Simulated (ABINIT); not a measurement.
# A GW chain in ABINIT: Au2S (Pn-3m), part 2 of 3

Wanted: ground state, empty states, screening and self-energy for Au2S (Pn-3m).

ABINIT 10.8.3; LDA and many-body steps on it, plane waves. Known limits of the many-body steps: short of the basis limit; d shell near the gap, gap tends to lie low; no spin-orbit coupling; coarse k mesh.

So far. Step 2 (Ground state): The gap is direct, at Γ.

### Step 3. Bands along the symmetry lines

Level of this step: DFT, LDA, plane waves, norm-conserving pseudopotentials (ABINIT).

The cheap functional maps the bands first; the places of the edges decide which points the dearer methods must see.

Contents of run.abi:

```
acell 3*1.0 Angstrom
rprim 
  5.273982180000 0.000000000000 0.000000000000
  0.000000000000 5.273982180000 0.000000000000
  0.000000000000 0.000000000000 5.273982180000
ntypat 2
znucl 16 79
natom 6
typat 1 1 2 2 2 2
xred 
  -0.000000000000 0.000000000000 -0.000000000000
  0.500000000000 0.500000000000 0.500000000000
  0.250000000000 0.250000000000 0.750000000000
  0.750000000000 0.250000000000 0.250000000000
  0.250000000000 0.750000000000 0.250000000000
  0.750000000000 0.750000000000 0.750000000000
pp_dirpath "pseudos"
pseudos "S.upf, Au.upf"
ecut 28
iscf -2
irdden 1
kptopt 0
nkpt 50
kpt 
  0.00000000 0.00000000 0.00000000
  0.00000000 0.06250000 0.00000000
  0.00000000 0.12500000 0.00000000
  0.00000000 0.18750000 0.00000000
  0.00000000 0.25000000 0.00000000
  0.00000000 0.31250000 0.00000000
  0.00000000 0.37500000 0.00000000
  0.00000000 0.43750000 0.00000000
  0.00000000 0.50000000 0.00000000
  0.06250000 0.50000000 0.00000000
  0.12500000 0.50000000 0.00000000
  0.18750000 0.50000000 0.00000000
  0.25000000 0.50000000 0.00000000
  0.31250000 0.50000000 0.00000000
  0.37500000 0.50000000 0.00000000
  0.43750000 0.50000000 0.00000000
  0.50000000 0.50000000 0.00000000
  0.43750000 0.43750000 0.00000000
  0.37500000 0.37500000 0.00000000
  0.31250000 0.31250000 0.00000000
  0.25000000 0.25000000 0.00000000
  0.18750000 0.18750000 0.00000000
  0.12500000 0.12500000 0.00000000
  0.06250000 0.06250000 0.00000000
  0.00000000 0.00000000 0.00000000
  0.06250000 0.06250000 0.06250000
  0.12500000 0.12500000 0.12500000
  0.18750000 0.18750000 0.18750000
  0.25000000 0.25000000 0.25000000
  0.31250000 0.31250000 0.31250000
  0.37500000 0.37500000 0.37500000
  0.43750000 0.43750000 0.43750000
  0.50000000 0.50000000 0.50000000
  0.43750000 0.50000000 0.43750000
  0.37500000 0.50000000 0.37500000
  0.31250000 0.50000000 0.31250000
  0.25000000 0.50000000 0.25000000
  0.18750000 0.50000000 0.18750000
  0.12500000 0.50000000 0.12500000
  0.06250000 0.50000000 0.06250000
  0.00000000 0.50000000 0.00000000
  0.50000000 0.50000000 0.50000000
  0.50000000 0.50000000 0.43750000
  0.50000000 0.50000000 0.37500000
  0.50000000 0.50000000 0.31250000
  0.50000000 0.50000000 0.25000000
  0.50000000 0.50000000 0.18750000
  0.50000000 0.50000000 0.12500000
  0.50000000 0.50000000 0.06250000
  0.50000000 0.50000000 0.00000000
istwfk *1
nband 51
nbdbuf 2
tolwfr 1e-08
nstep 40
prtwf 0
prtvol 0
indata_prefix "in"
outdata_prefix "out"
tmpdata_prefix "tmp"
```

Run with:

```
$ OMP_NUM_THREADS=1 mpirun -n 8 abinit run.abi > log
```

Standard output:

```text
.Version 10.8.3 of ABINIT. v10.8.2 released Aug 2026.

 Symmetries : space group Pn -3 m (#224); Bravais cP (primitive cubic)
[... echo of the input left out ...]
== DATASET  1 ==================================================================
-   mpi_nproc: 8, omp_nthreads: 1 (-1 if OMP is not activated)

--- !DatasetInfo
iteration_state: {dtset: 1, }
dimensions: {natom: 6, nkpt: 50, mband: 51, nsppol: 1, nspinor: 1, nspden: 1, mpw: 7088, }
cutoff_energies: {ecut:  28.0, pawecutdg:  -1.0, }
electrons: {nelect:   8.80000000E+01, charge:   0.00000000E+00, occopt:   1.00000000E+00, tsmear:   1.00000000E-02, }

 Real(R)+Recip(G) space primitive vectors, cartesian coordinates (Bohr,Bohr^-1):
 R(1)=  9.9663819  0.0000000  0.0000000  G(1)=  0.1003373  0.0000000  0.0000000
 R(2)=  0.0000000  9.9663819  0.0000000  G(2)=  0.0000000  0.1003373  0.0000000
 R(3)=  0.0000000  0.0000000  9.9663819  G(3)=  0.0000000  0.0000000  0.1003373
 Unit cell volume ucvol=  9.8994844E+02 bohr^3
 Angles (23,13,12)=  9.00000000E+01  9.00000000E+01  9.00000000E+01 degrees

 getcut: wavevector=  0.0000  0.0000  0.0000  ngfft=  48  48  48
         ecut(hartree)=     28.000   => boxcut(ratio)=   2.02190

--- Pseudopotential description ------------------------------------------------
- S Generated using ONCVPSP code by D. R. Hamann
- 16.00000   6.00000  180309                  znucl, zion, pspdat
12 -1012 2 -1 1132                            pspcod,pspxc,lmax,lloc,mmax
     nproj     2     2     2     0
  pspatm : epsatm=    8.64647033
         --- l  ekb(1:nproj) -->
             0    6.829465    0.577472
             1    3.264508    0.889325
             2   -2.858321   -0.603195
 pspatm: atomic psp has been read  and splines computed

- Au Generated using ONCVPSP code by D. R. Hamann
- 79.00000  19.00000  180309                  znucl, zion, pspdat
12 -1012 3 -1 1324                            pspcod,pspxc,lmax,lloc,mmax
     nproj     2     2     2     1
  pspatm : epsatm=   32.25374102
         --- l  ekb(1:nproj) -->
[...]
3    1.195209
 pspatm: atomic psp has been read  and splines computed

--------------------------------------------------------------------------------

================================================================================
 prteigrs : about to open file out_EIG
 Non-SCF case, kpt    1 (  0.00000  0.00000  0.00000), residuals and eigenvalues=
  3.05E-09  3.26E-09  4.67E-09  8.31E-09  7.81E-09  1.74E-09  3.51E-09  6.33E-09
  2.53E-09  8.75E-09  3.20E-09  3.68E-09  4.65E-09  1.36E-09  2.96E-09  6.64E-09
  5.72E-09  7.71E-09  2.35E-09  3.36E-09  6.65E-09  1.34E-09  3.53E-09  6.20E-09
[...]
-3.6659E+00 -3.6655E+00 -3.6655E+00 -3.6655E+00 -1.8873E+00 -1.8870E+00
 -1.8870E+00 -1.8870E+00 -1.8684E+00 -1.8684E+00 -1.8683E+00 -1.8683E+00
 -1.8683E+00 -1.8683E+00 -1.8683E+00 -1.8683E+00 -3.4870E-01 -2.9696E-01
[...]
Non-SCF case, kpt   49 (  0.50000  0.50000  0.06250), residuals and eigenvalues=
[...]
Non-SCF case, kpt   50 (  0.50000  0.50000  0.00000), residuals and eigenvalues=
[...]
9.6231E-02  9.6231E-02  1.0915E-01  1.0915E-01  1.4443E-01  1.4443E-01
  1.4720E-01  1.4720E-01  2.5870E-01  2.5870E-01  3.1476E-01  3.1476E-01
[...]
--- !ResultsGS
iteration_state: {dtset: 1, }
comment   : Summary of ground state results
lattice_vectors:
- [  9.9663819,   0.0000000,   0.0000000, ]
- [  0.0000000,   9.9663819,   0.0000000, ]
- [  0.0000000,   0.0000000,   9.9663819, ]
lattice_lengths: [   9.96638,    9.96638,    9.96638, ]
lattice_angles: [ 90.000,  90.000,  90.000, ] # degrees, (23, 13, 12)
lattice_volume:   9.8994844E+02
convergence: {deltae:  0.000E+00, res2:  0.000E+00, residm:  9.998E-09, diffor:  0.000E+00, }
etotal    :  -6.12300164E+02
entropy   :   0.00000000E+00
fermie    :   1.68286166E-01
cartesian_stress_tensor: null
pressure_GPa: null
xred      :
- [  0.0000E+00,   0.0000E+00,   0.0000E+00,  S]
- [  5.0000E-01,   5.0000E-01,   5.0000E-01,  S]
- [  2.5000E-01,   2.5000E-01,   7.5000E-01, Au]
- [  7.5000E-01,   2.5000E-01,   2.5000E-01, Au]
- [  2.5000E-01,   7.5000E-01,   2.5000E-01, Au]
- [  7.5000E-01,   7.5000E-01,   7.5000E-01, Au]
cartesian_forces: null
force_length_stats: {min: null, max: null, mean: null, }

 Integrated electronic density in atomic spheres:
 ------------------------------------------------
 Atom  Sphere_radius  Integrated_density
[...]
================================================================================

 ----iterations are completed or convergence reached----

 Mean square residual over all n,k,spin=   53.556E-10; max=  99.981E-10
 reduced coordinates (array xred) for    6 atoms
[...]
cartesian coordinates (angstrom) at end:
    1      0.000000     0.000000     0.000000
    2      2.636991     2.636991     2.636991
    3      1.318496     1.318496     3.955487
    4      3.955487     1.318496     1.318496
    5      1.318496     3.955487     1.318496
    6      3.955487     3.955487     3.955487
 length scales=  1.889726  1.889726  1.889726 bohr
              =  1.000000  1.000000  1.000000 angstroms
 prteigrs : about to open file out_EIG
 Eigenvalues (hartree) for nkpt=  50  k points:
 kpt#   1, nband= 51, wtk=  1.00000, kpt=  0.0000  0.0000  0.0000 (reduced coord)
[...]
kpt#   2, nband= 51, wtk=  1.00000, kpt=  0.0000  0.0625  0.0000 (reduced coord)
[...]
kpt#   3, nband= 51, wtk=  1.00000, kpt=  0.0000  0.1250  0.0000 (reduced coord)
[...]
kpt#  49, nband= 51, wtk=  1.00000, kpt=  0.5000  0.5000  0.0625 (reduced coord)
[...]
0.38450    0.38450    0.45753
 kpt#  50, nband= 51, wtk=  1.00000, kpt=  0.5000  0.5000  0.0000 (reduced coord)
[...]
0.08579    0.08579    0.09226    0.09226    0.09623    0.09623    0.10915    0.10915
   0.14443    0.14443    0.14720    0.14720    0.25870    0.25870    0.31476    0.31476
   0.38703    0.38703    0.45290

== END DATASET(S) ==============================================================
================================================================================

 -outvars: echo values of variables after computation  --------
            nband          51
             nkpt          50
          spgroup         224
 [... the other variables as echoed above ...]

 Calculation completed.
```

Wall time 1.9 min (8 MPI ranks of Arm Neoverse N1, shared host); peak memory 0.81 GiB; 15 min of CPU time.

Numbers from this step:

```yaml
gap: 1.989 eV
k_of_the_valence_top: 0, 0, 0
k_of_the_conduction_bottom: 0, 0, 0
least_direct_gap: 1.989 eV
```

The gap is 1.989 eV, as in the run before at this level.

Electronic bands along the path, in eV, zero at the top of the highest filled band:

```csv
point,band 41,band 42,band 43,band 44,band 45,band 46,band 47,band 48
Γ,-1.60,0.00,0.00,0.00,1.99,1.99,2.06,6.33
halfway,-1.43,-1.13,-0.11,-0.11,2.68,2.71,3.67,5.26
X,-0.65,-0.65,-0.39,-0.39,4.13,4.13,4.29,4.29
halfway,-0.73,-0.73,-0.50,-0.50,3.14,3.14,4.35,4.35
M,-0.65,-0.65,-0.57,-0.57,2.46,2.46,3.99,3.99
halfway,-1.19,-1.13,-0.48,-0.25,3.05,3.38,4.06,4.40
Γ,-1.60,0.00,0.00,0.00,1.99,1.99,2.06,6.33
halfway,-1.46,-0.82,-0.82,-0.25,3.41,3.66,3.90,3.90
R,-0.95,-0.68,-0.68,-0.68,3.48,3.48,3.48,4.94
halfway,-1.23,-0.70,-0.65,-0.50,2.71,3.78,3.79,4.46
X,-0.65,-0.65,-0.39,-0.39,4.13,4.13,4.29,4.29
jump to R,-0.95,-0.68,-0.68,-0.68,3.48,3.48,3.48,4.94
halfway,-0.77,-0.77,-0.70,-0.66,2.27,3.81,3.81,4.13
M,-0.65,-0.65,-0.57,-0.57,2.46,2.46,3.99,3.99
```

### Step 4. Empty states on the mesh, 2×2×2 mesh, 529 bands

The sums over transitions need many empty states on a uniform mesh; this step solves for them.

Contents of run.abi:

```
acell 3*1.0 Angstrom
rprim 
  5.273982180000 0.000000000000 0.000000000000
  0.000000000000 5.273982180000 0.000000000000
  0.000000000000 0.000000000000 5.273982180000
ntypat 2
znucl 16 79
natom 6
typat 1 1 2 2 2 2
xred 
  -0.000000000000 0.000000000000 -0.000000000000
  0.500000000000 0.500000000000 0.500000000000
  0.250000000000 0.250000000000 0.750000000000
  0.750000000000 0.250000000000 0.250000000000
  0.250000000000 0.750000000000 0.250000000000
  0.750000000000 0.750000000000 0.750000000000
pp_dirpath "pseudos"
pseudos "S.upf, Au.upf"
ecut 28
ngkpt 2 2 2
nshiftk 1
shiftk 0 0 0
kptopt 1
chksymbreak 0
iscf -2
irdden 1
istwfk *1
nband 529
nbdbuf 48
tolwfr 1e-09
nstep 60
prtvol 0
indata_prefix "in"
outdata_prefix "out"
tmpdata_prefix "tmp"
```

Standard output:

```text
.Version 10.8.3 of ABINIT. v10.8.2 released Aug 2026.

 Symmetries : space group Pn -3 m (#224); Bravais cP (primitive cubic)
[... echo of the input left out ...]
== DATASET  1 ==================================================================
-   mpi_nproc: 8, omp_nthreads: 1 (-1 if OMP is not activated)
-    --> not optimal distribution: autoparal keyword recommended in input file <--

--- !DatasetInfo
iteration_state: {dtset: 1, }
dimensions: {natom: 6, nkpt: 4, mband: 529, nsppol: 1, nspinor: 1, nspden: 1, mpw: 7088, }
cutoff_energies: {ecut:  28.0, pawecutdg:  -1.0, }
electrons: {nelect:   8.80000000E+01, charge:   0.00000000E+00, occopt:   1.00000000E+00, tsmear:   1.00000000E-02, }

 Real(R)+Recip(G) space primitive vectors, cartesian coordinates (Bohr,Bohr^-1):
 R(1)=  9.9663819  0.0000000  0.0000000  G(1)=  0.1003373  0.0000000  0.0000000
 R(2)=  0.0000000  9.9663819  0.0000000  G(2)=  0.0000000  0.1003373  0.0000000
 R(3)=  0.0000000  0.0000000  9.9663819  G(3)=  0.0000000  0.0000000  0.1003373
 Unit cell volume ucvol=  9.8994844E+02 bohr^3
 Angles (23,13,12)=  9.00000000E+01  9.00000000E+01  9.00000000E+01 degrees

 getcut: wavevector=  0.0000  0.0000  0.0000  ngfft=  48  48  48
         ecut(hartree)=     28.000   => boxcut(ratio)=   2.02190

--- Pseudopotential description ------------------------------------------------
- S Generated using ONCVPSP code by D. R. Hamann
- 16.00000   6.00000  180309                  znucl, zion, pspdat
12 -1012 2 -1 1132                            pspcod,pspxc,lmax,lloc,mmax
     nproj     2     2     2     0
  pspatm : epsatm=    8.64647033
         --- l  ekb(1:nproj) -->
             0    6.829465    0.577472
             1    3.264508    0.889325
             2   -2.858321   -0.603195
 pspatm: atomic psp has been read  and splines computed

- Au Generated using ONCVPSP code by D. R. Hamann
- 79.00000  19.00000  180309                  znucl, zion, pspdat
12 -1012 3 -1 1324                            pspcod,pspxc,lmax,lloc,mmax
     nproj     2     2     2     1
  pspatm : epsatm=   32.25374102
         --- l  ekb(1:nproj) -->
[...]
3    1.195209
 pspatm: atomic psp has been read  and splines computed

--------------------------------------------------------------------------------

================================================================================
 prteigrs : about to open file out_EIG
 Non-SCF case, kpt    1 (  0.00000  0.00000  0.00000), residuals and eigenvalues=
  6.97E-10  3.70E-10  5.92E-10  7.74E-10  3.98E-10  3.65E-10  4.46E-10  6.25E-10
  4.11E-10  5.30E-10  3.57E-10  3.47E-10  5.45E-10  3.84E-10  4.28E-10  6.34E-10
  3.31E-11  9.02E-10  2.80E-11  5.56E-11  6.90E-11  6.51E-11  9.64E-11  1.53E-10
[...]
3.79E-04
 -3.6659E+00 -3.6655E+00 -3.6655E+00 -3.6655E+00 -1.8873E+00 -1.8870E+00
 -1.8870E+00 -1.8870E+00 -1.8684E+00 -1.8684E+00 -1.8683E+00 -1.8683E+00
 -1.8683E+00 -1.8683E+00 -1.8683E+00 -1.8683E+00 -3.4870E-01 -2.9696E-01
[...]
4.5217E+00  4.5217E+00  4.5394E+00  4.5396E+00  4.5608E+00  4.5612E+00
  4.5617E+00  4.5622E+00  4.5628E+00  4.5637E+00  4.6038E+00  4.6102E+00
  4.6158E+00
 prteigrs : prtvol=0 or 1, do not print more k-points.

--- !ResultsGS
iteration_state: {dtset: 1, }
comment   : Summary of ground state results
lattice_vectors:
- [  9.9663819,   0.0000000,   0.0000000, ]
- [  0.0000000,   9.9663819,   0.0000000, ]
- [  0.0000000,   0.0000000,   9.9663819, ]
lattice_lengths: [   9.96638,    9.96638,    9.96638, ]
lattice_angles: [ 90.000,  90.000,  90.000, ] # degrees, (23, 13, 12)
lattice_volume:   9.8994844E+02
convergence: {deltae:  0.000E+00, res2:  0.000E+00, residm:  9.965E-10, diffor:  0.000E+00, }
etotal    :  -6.12300164E+02
entropy   :   0.00000000E+00
fermie    :   1.68286166E-01
cartesian_stress_tensor: null
pressure_GPa: null
xred      :
- [  0.0000E+00,   0.0000E+00,   0.0000E+00,  S]
- [  5.0000E-01,   5.0000E-01,   5.0000E-01,  S]
- [  2.5000E-01,   2.5000E-01,   7.5000E-01, Au]
- [  7.5000E-01,   2.5000E-01,   2.5000E-01, Au]
- [  2.5000E-01,   7.5000E-01,   2.5000E-01, Au]
- [  7.5000E-01,   7.5000E-01,   7.5000E-01, Au]
cartesian_forces: null
force_length_stats: {min: null, max: null, mean: null, }

 Integrated electronic density in atomic spheres:
 ------------------------------------------------
 Atom  Sphere_radius  Integrated_density
[...]
================================================================================

 ----iterations are completed or convergence reached----

 Mean square residual over all n,k,spin=   30.127E-11; max=  99.652E-11
 reduced coordinates (array xred) for    6 atoms
[...]
0.250000      0.750000      0.250000
       0.750000      0.750000      0.750000

 cartesian coordinates (angstrom) at end:
    1      0.000000     0.000000     0.000000
    2      2.636991     2.636991     2.636991
    3      1.318496     1.318496     3.955487
    4      3.955487     1.318496     1.318496
    5      1.318496     3.955487     1.318496
    6      3.955487     3.955487     3.955487
 length scales=  1.889726  1.889726  1.889726 bohr
              =  1.000000  1.000000  1.000000 angstroms
 prteigrs : about to open file out_EIG
 Eigenvalues (hartree) for nkpt=   4  k points:
 kpt#   1, nband=529, wtk=  0.12500, kpt=  0.0000  0.0000  0.0000 (reduced coord)
[...]
4.49459    4.50566    4.50569    4.52167    4.52170    4.52174    4.53945    4.53963
   4.56077    4.56116    4.56172    4.56218    4.56277    4.56366    4.60380    4.61018
   4.61585
 prteigrs : prtvol=0 or 1, do not print more k-points.

== END DATASET(S) ==============================================================
================================================================================

 -outvars: echo values of variables after computation  --------
            nband         529
             nkpt           4
          spgroup         224
 [... the other variables as echoed above ...]

 Calculation completed.
```

It took 17 min on 8 MPI ranks; peak memory 0.86 GiB.

Numbers from this step:

```
gap                                                           : 1.989 eV
k of the valence top                                          : 0, 0, 0
k of the conduction bottom                                    : 0, 0, 0
least direct gap                                              : 1.989 eV
k points computed                                             : 4
lowest point of the top converged band, above the valence top : 111.0491 eV
```

On this mesh the gap is 1.989 eV.

### Step 5. Screening, 2×2×2 mesh, 481 bands, screening to 217.7 eV

The RPA dielectric matrix is built and inverted for each q.

This step: RPA screening on LDA, plane waves, norm-conserving pseudopotentials.

run.abi, as its differences from that of step 4:

```diff
@@ -24,10 +24,11 @@
 chksymbreak 0
-iscf -2
-irdden 1
 istwfk *1
-nband 529
-nbdbuf 48
-tolwfr 1e-09
-nstep 60
-prtvol 0
+occopt 1
+irdwfk 1
+optdriver 3
+nband 481
+ecuteps 8
+inclvkb 2
+awtr 1
+symchi 1
 indata_prefix "in"
```

Standard output:

```text
.Version 10.8.3 of ABINIT. v10.8.2 released Aug 2026.

 Symmetries : space group Pn -3 m (#224); Bravais cP (primitive cubic)
[... echo of the input left out ...]
== DATASET  1 ==================================================================
-   mpi_nproc: 8, omp_nthreads: 1 (-1 if OMP is not activated)

--- !DatasetInfo
iteration_state: {dtset: 1, }
dimensions: {natom: 6, nkpt: 4, mband: 481, nsppol: 1, nspinor: 1, nspden: 1, mpw: 7088, }
cutoff_energies: {ecut:  28.0, pawecutdg:  -1.0, }
electrons: {nelect:   8.80000000E+01, charge:   0.00000000E+00, occopt:   1.00000000E+00, tsmear:   1.00000000E-02, }

 SCREENING: Calculation of the susceptibility and dielectric matrices

 Based on a program developped by R.W. Godby, V. Olevano, G. Onida, and L. Reining.
 Incorporated in ABINIT by V. Olevano, G.-M. Rignanese, and M. Torrent.
.Using double precision arithmetic ; gwpc =  8

[... cell and pseudopotentials left out ...]
--------------------------------------------------------------------------------

 ==== K-mesh for the wavefunctions ====
 Number of points in the irreducible wedge :     4
[... list of points left out ...]
 Together with 48 symmetry operations and time-reversal symmetry
 yields     8 points in the full Brillouin Zone.

 ==== Q-mesh for the screening function ====
 Number of points in the irreducible wedge :     4
[... list of points left out ...]
 Together with 48 symmetry operations and time-reversal symmetry
 yields     8 points in the full Brillouin Zone.

 setmesh: FFT mesh size selected  =    40x   40x   40
          total number of points  =        64000

 vcoul_init : cutoff-mode = AUXILIARY_FUNCTION
 q-points for optical limit:   1
     1)      0.000010    0.000020    0.000030

- screening: taking advantage of time-reversal symmetry
- Maximum band index for partially occupied states nbvw = 44
- Remaining bands to be divided among processors   nbcw = 437
- Number of bands treated by each node ~54

 Number of electrons calculated from density =   88.0000; Expected =   88.0000
 average of density, n =  0.088894
 r_s =    1.3900
 omega_plasma =   28.7601 [eV]

 calculating chi0 at frequencies [eV] :
  1    0.000000E+00    0.000000E+00
  2    0.000000E+00    2.876012E+01

--------------------------------------------------------------------------------
  q-point number  1        q = ( 0.000000, 0.000000, 0.000000) [r.l.u.]
--------------------------------------------------------------------------------
[... chi0 elements left out ...]
 For q-point:  0.000010 0.000020 0.000030
  dielectric constant =  10.8917
  dielectric constant without local fields =  12.5496

  Average fulfillment of the sum rule on Im[epsilon] for q-point    1 :     86.19  [%]
[... wings left out ...]
  q-point number  2        q = ( 0.500000, 0.000000, 0.000000) [r.l.u.]
--------------------------------------------------------------------------------
[... chi0 elements left out ...]
  Average fulfillment of the sum rule on Im[epsilon] for q-point    2 :     89.95  [%]

 [... 2 further q-points ...]
```

The job ended after 11 min (8 MPI ranks; peak memory 5 GiB).

Numbers from this step:

```
ε∞ with local fields, on this mesh    : 10.89
ε∞ without local fields, on this mesh : 12.55
plasma frequency                      : 28.76 eV
plane waves in the screening matrix   : 1045
```

Local fields lower ε∞ by 13 %. On a Γ-centred mesh this coarse the value itself is usually too large, while a short band sum pulls it down.

[end of part 2 of 3]

[Long decimals in the printed logs are rounded to 6 places.]

[Logs are printed without paths, hosts, clocks, repeated set-up lines and the standing remarks that a program may print on its own settings, such as how far it seeks lower states.]

[Paths, hosts, dates, memory and timing lines, banners, echoed tables and standing remarks are left out of the program output; an Ansatz launch command may be rebuilt from the run's recorded settings. Measured values are a selection of at most five: reports struck by readers or far from the other reports are left out. None is set beside runs whose start may be inverted or whose files or cutoffs have a known fault.]

[Runs of the session that timed out or met a known fault of the program may be left out.]

[Hosts, paths, dates, database ids (printed as entryN), source tags and the programs' standing remarks are cut or masked in the printed files.]

[G0W0 gaps are taken among the corrected bands and points alone; a level outside them can change the order at an edge.]

[Where Ansatz stands beside ABINIT at settings called matched, ABINIT's density can come from a denser mesh and the files from another edition; pairs whose starting gaps differed by over 0.03 eV were left out, so agreement reads better than it is.]
